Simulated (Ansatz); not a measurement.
# What LiGeBr3 (model cell, started as cubic perovskite with Ge in the octahedra) distorts into, part 2 of 2

Aim: this structure of LiGeBr3 (model cell, started as cubic perovskite with Ge in the octahedra) is to be tested for unstable modes, and one is followed downhill.

Ansatz 0.2.0; DFT LDA, scalar-relativistic, plane waves, PAW; PAW set soft_1.

So far. Step 5 (Energy along the mode, all amplitudes (two of the runs …): The lowest of the steps tried is the last one, at 0.6 Å, 26.7 meV/atom below the parent; the bottom of the well need not coincide with a step. Step 7 (The new phase in its own primitive cell): The largest force component left is 0.097 meV/Å and the pressure is -0.001 GPa, within the tolerances set. The cell now holds 29.16 Å³/atom. The relaxed cell has a, b, c = 7.313, 10.416, 7.655 Å (conventional setting).

The structure was built from a prototype and need not be the compound's stable phase.

In doubt: the program warns that the response may not be converged on this k-mesh (step 8), which bears on the force constants and all frequencies.

## 8. Modes of the new phase, k-mesh 4×4×4, occupations fixed (continued)

Patterns of degenerate modes are one choice out of their space. Modes at Γ, with each element's share of the kinetic energy (negative means imaginary):

| mode | frequency (cm⁻¹) | symmetry | Li % | Ge % | Br % |
| --- | --- | --- | --- | --- | --- |
| 1 | -74.7 | B2u | 0 | 46 | 54 |
| 2 | 0.0 | acoustic | 2 | 23 | 75 |
| 3 | 0.0 | acoustic | 2 | 23 | 75 |
| 4 | 0.0 | acoustic | 2 | 23 | 75 |
| 5 | 25.1 | B1g | 0 | 0 | 100 |
| 6 | 28.9 | B3u | 1 | 0 | 99 |
| 7 | 38.9 | B2g | 0 | 0 | 100 |
| 8 | 40.7 | B3u | 0 | 74 | 26 |
| 9 | 49.0 | B1u | 0 | 73 | 26 |
| 10 | 61.1 | B2u | 2 | 38 | 61 |
| 11 | 61.6 | Au | 0 | 0 | 100 |
| 12 | 68.3 | B3g | 1 | 0 | 99 |
| 13 | 71.4 | Ag | 2 | 0 | 98 |
| 14 | 72.6 | B1u | 0 | 11 | 89 |
| 15 | 75.9 | B3u | 0 | 3 | 96 |
| 16 | 88.3 | B2g | 1 | 0 | 99 |
| 17 | 100.0 | Ag | 3 | 0 | 97 |
| 18 | 105.0 | B1u | 1 | 3 | 96 |
| 19 | 131.8 | B1u | 29 | 63 | 9 |
| 20 | 133.4 | B2u | 9 | 81 | 10 |
| 21 | 138.0 | B3g | 1 | 0 | 99 |
| 22 | 138.1 | B1g | 0 | 0 | 100 |
| 23 | 140.3 | Au | 0 | 100 | 0 |
| 24 | 166.6 | B3g | 1 | 0 | 99 |
| 25 | 192.3 | Ag | 95 | 0 | 5 |
| 26 | 200.4 | B3u | 96 | 0 | 4 |
| 27 | 219.1 | B1u | 68 | 27 | 5 |
| 28 | 262.4 | B2g | 98 | 0 | 2 |
| 29 | 263.2 | B3g | 97 | 0 | 3 |
| 30 | 308.5 | B2u | 87 | 12 | 1 |

Displacements in mode 1 (-74.7 cm⁻¹), the largest set to 1:
```
Li1  0.00 -0.09  0.00
Li2  0.00 -0.09  0.00
Ge3  0.00 -0.92 -0.33
Ge4  0.00 -0.92  0.33
Br5  0.00 -0.08  0.00
Br6  0.00 -0.08  0.00
Br7  0.00 -0.08  0.00
Br8  0.00 -0.08  0.00
Br9  0.00  1.00  0.00
Br10 0.00  1.00  0.00
```

Displacements in mode 15 (75.9 cm⁻¹), the largest set to 1:
```
Li1 -0.33  0.00  0.00
Li2 -0.33  0.00  0.00
Ge3  0.39  0.00  0.00
Ge4  0.39  0.00  0.00
Br5 -0.64  0.00 -1.00
Br6 -0.64  0.00 -1.00
Br7 -0.64  0.00  1.00
Br8 -0.64  0.00  1.00
Br9  0.96  0.00  0.00
Br10 0.96  0.00  0.00
```

Optical modes at the zone centre, without and with the macroscopic field of the longitudinal modes; each column is sorted by frequency, so a row need not hold one and the same mode. Modes with and without the field, by row:

| rank among optical modes | no field (cm⁻¹) | q along (1, 0, 0) (cm⁻¹) | q along (0, 1, 0) (cm⁻¹) | q along (0, 0, 1) (cm⁻¹) |
| --- | --- | --- | --- | --- |
| 1 | -74.7 | -74.7 | 25.1 | -74.7 |
| 2 | 25.1 | 25.1 | 28.9 | 25.1 |
| 3 | 28.9 | 29.4 | 38.9 | 28.9 |
| 4 | 38.9 | 38.9 | 40.7 | 38.9 |
| 5 | 40.7 | 49 | 49 | 40.7 |
| 6 | 49 | 61.1 | 60.6 | 61.1 |
| 7 | 61.1 | 61.1 | 61.6 | 61.6 |
| 8 | 61.6 | 61.6 | 68.3 | 68.3 |
| 9 | 68.3 | 68.3 | 71.4 | 71 |
| 10 | 71.4 | 71.4 | 72.6 | 71.4 |
| 11 | 72.6 | 72.6 | 75.9 | 75.9 |
| 12 | 75.9 | 88.3 | 88.3 | 88.3 |
| 13 | 88.3 | 100 | 100 | 96.5 |
| 14 | 100 | 105 | 105 | 100 |
| 15 | 105 | 131.8 | 109 | 131.8 |
| 16 | 131.8 | 133.4 | 131.8 | 133.4 |
| 17 | 133.4 | 134.4 | 138 | 138 |
| 18 | 138 | 138 | 138.1 | 138.1 |
| 19 | 138.1 | 138.1 | 140.3 | 140.3 |
| 20 | 140.3 | 140.3 | 166.6 | 166.6 |
| 21 | 166.6 | 166.6 | 189 | 175.7 |
| 22 | 192.3 | 192.3 | 192.3 | 192.3 |
| 23 | 200.4 | 219.1 | 200.4 | 200.4 |
| 24 | 219.1 | 262.4 | 219.1 | 232.8 |
| 25 | 262.4 | 263.2 | 262.4 | 262.4 |
| 26 | 263.2 | 264 | 263.2 | 263.2 |
| 27 | 308.5 | 308.5 | 330.7 | 308.5 |

Born charge (rows field, columns displacement) (e), principal values of the symmetric part by kind of site:

| atom | atoms with these values | low | middle | high | mean |
| --- | --- | --- | --- | --- | --- |
| Li1 | 2 | 0.63 | 1.35 | 1.41 | 1.13 |
| Ge3 | 2 | 4.22 | 4.32 | 5.85 | 4.80 |
| Br5 | 4 | -4.36 | -0.72 | -0.44 | -1.84 |
| Br9 | 2 | -5.53 | -0.73 | -0.47 | -2.24 |

In full for Br9:

```
-0.47  0.00  0.00
 0.00 -5.53  0.00
 0.00  0.00 -0.73
```

High-frequency dielectric tensor:

```
6.01 0.00 0.00
0.00 7.59 0.00
0.00 0.00 6.38
```

Transverse modes; imaginary modes are left out. Infrared lines, with heights relative to the strongest:

| position (cm⁻¹) | lines merged | relative intensity |
| --- | --- | --- |
| 25 | 1 | 0.0 |
| 29 | 1 | 2.4 |
| 39 | 1 | 0.0 |
| 41 | 1 | 56 |
| 49 | 1 | 100 |
| 61 | 1 | 0.6 |
| 62 | 1 | 0.0 |
| 68 | 1 | 0.0 |
| 71 | 1 | 0.0 |
| 73 | 1 | 7.0 |
| 76 | 1 | 44 |
| 88 | 1 | 0.0 |
| 100 | 1 | 0.0 |
| 105 | 1 | 20 |
| 132 | 1 | 0.1 |
| 133 | 1 | 27 |
| 138 | 2 | 0.0 |
| 140 | 1 | 0.0 |
| 167 | 1 | 0.0 |
| 192 | 1 | 0.0 |
| 200 | 1 | 71 |
| 219 | 1 | 10 |
| 262 | 1 | 0.0 |
| 263 | 1 | 0.0 |
| 308 | 1 | 45 |

Before it was imposed, the acoustic sum rule was missed by 6.6e-5 eV/Å² and the charge sum rule by 0.012 e. Small misses are needed for a sound result but don't prove that mesh and cutoff are converged. The lowest optical mode is imaginary, 74.7i cm⁻¹, so the energy falls along it.

The log warns of the k mesh: “the force constants stand on the 4×4×4 k-mesh, whose period is 9.42 times the interband length at k = (0.0000, 0.0000, 0.0000), direct gap 0.660 eV, under 14: take them and everything formed from them as unconverged”.

## 9. The phases reached

The phases reached along the modes that were followed are set side by side.

Energies are those of the first relaxation, on the mesh of the frozen mode; space group, volume and gap are those of the last relaxation. Phases, by row:

| mode frozen in | space group | energy from parent (meV/atom) | volume (Å³/atom) | gap on mesh (eV) | lowest zone-centre optical mode (cm⁻¹) | largest shift (Å) |
| --- | --- | --- | --- | --- | --- | --- |
| parent | Pm-3m | 0 | 29.86 | 0 | – | – |
| q = (0, 0, 0), 174i cm⁻¹ | P4mm | -139.9 | 31.94 | 0.543 | 39.9 | 1.956 |
| q = (0, 0, 0), 174i cm⁻¹ | R3m | -144.1 | 32.65 | 0.7 | 11.4 | 1.645 |
| q = (0, 0, 0), 174i cm⁻¹ | Amm2 | -112.1 | 32.24 | 0.93 | -171.3 | 1.44 |
| q = (-0.5, -0.5, -0.5), 170i cm⁻¹ | I4/mmm | -93.49 | 31.22 | 0.616 | -86.2 | 1.35 |
| q = (-0.5, -0.5, -0.5), 170i cm⁻¹ | R-3m | -129.6 | 31.61 | 0.332 | -37.3 | 1.83 |
| q = (-0.5, -0.5, -0.5), 170i cm⁻¹ | Imma | -184.4 | 29.16 | 0.66 | -74.7 | 1.876 |

## 10. Outcome

```yaml
unstable_mode_of_the_parent: q = (-0.5, -0.5, -0.5), 170i cm⁻¹
depth_at_the_lowest_point_sampled: 26.7 meV/atom
largest_atomic_shift_at_that_point: 0.6 Å
space_group_reached_within_0p01_a: Imma
energy_gained_over_the_parent_first_relaxation_on_the_mesh_of_the_frozen_mode: 184 meV/atom
volume_per_atom_phase_reached: 29.2 Å³
gap_on_the_k_mesh_phase_reached: 0.660 eV
lowest_optical_zone_centre_mode_phase_reached: -74.7 cm⁻¹
highest_optical_mode_at_the_zone_centre_no_lo_to_term_phase_reached: 308 cm⁻¹
```

What this shows: Along this mode the structure falls into Imma, 184 meV/atom below the parent. At the parent's cell the well is 26.65 meV/atom deep on the steps tried, with its lowest point at a shift of 0.6 Å. That is the last step tried, so the steps alone don't bracket the bottom of the well. Relaxing atoms and cell changes the gain by +157.77 meV/atom against the lowest step (energies at zero smearing). Most of the total comes from this relaxation. The new phase still has an imaginary mode at the zone centre of its cell, so it is a saddle point on the way to a lower structure. Of the 6 patterns followed to their end from this parent, this one reaches the lowest energy. Each path keeps the symmetry of its pattern, so a lower phase may lie along a pattern not tried. With the field response the log warns that the k mesh is coarse for the force constants too, so the frequencies may not be converged. With no gap, or one that is small against the smearing, the frequencies hang on the k mesh and the smearing, most of all near Kohn anomalies. A semilocal functional can close a gap that the real compound would have, so the metallic treatment may be an artefact of the level. The PAW files were made for PBE and serve the other functionals too. The starting cell was built on a prototype and not taken from a measurement, so the phase need not exist.

[Logs are printed without paths, hosts, clocks, repeated set-up lines and the standing remarks that a program may print on its own settings, such as how far it seeks lower states.]

[Hosts, paths, dates, database ids (printed as entryN), source tags and the programs' standing remarks are cut or masked in the printed files.]
